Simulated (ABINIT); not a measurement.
Planning a run of ABINIT 10.8.3 on CsGeCl3 (R3m). The input:

```
acell 3*1.0 Angstrom
rprim 
  3.846816390705 2.220960478697 3.178300533600
  -3.846816390705 2.220960478697 3.178300533600
  -0.000000000000 -4.441920957394 3.178300533600
ntypat 3
znucl 55 32 17
natom 5
typat 1 2 3 3 3
xred 
  0.998403350000 0.998403350000 0.998403350000
  0.515533150000 0.515533150000 0.515533150000
  0.496712670000 0.496712670000 0.948638170000
  0.496712670000 0.948638170000 0.496712670000
  0.948638170000 0.496712670000 0.496712670000
pp_dirpath "pseudos"
pseudos "Cs.upf, Ge.upf, Cl.upf"
ecut 56
ngkpt 2 2 2
nshiftk 1
shiftk 0 0 0
kptopt 1
chksymbreak 0
istwfk *1
occopt 1
irdwfk 1
optdriver 3
nband 224
ecuteps 4.8
inclvkb 2
awtr 1
symchi 1
gwcalctyp 10
mbpt_sciss 2.044 eV
nqptdm 1
qptdm 
  0 0 0
indata_prefix "in"
outdata_prefix "out"
tmpdata_prefix "tmp"
```

```sh
OMP_NUM_THREADS=1 mpirun -n 4 abinit run.abi > log
```

Q: Estimate wall time and host memory on 4 MPI ranks of Intel Xeon 6975P-C (Granite Rapids), shared host.

It took 1.8 min; on shared hardware allow 52 s to 3.5 min. Peak host memory was 3.2 GiB.

[Paths, hosts, dates, memory and timing lines, banners, echoed tables and standing remarks are left out of the program output.]

[Logs are printed without paths, hosts, clocks, repeated set-up lines and the standing remarks that a program may print on its own settings, such as how far it seeks lower states.]

[Runs of the session that timed out or met a known fault of the program may be left out.]

[Hosts, paths, dates, database ids (printed as entryN), source tags and the programs' standing remarks are cut or masked in the printed files.]

[G0W0 gaps are taken among the corrected bands and points alone; a level outside them can change the order at an edge.]

[Where Ansatz stands beside ABINIT at settings called matched, ABINIT's density can come from a denser mesh and the files from another edition; pairs whose starting gaps differed by over 0.03 eV were left out, so agreement reads better than it is.]
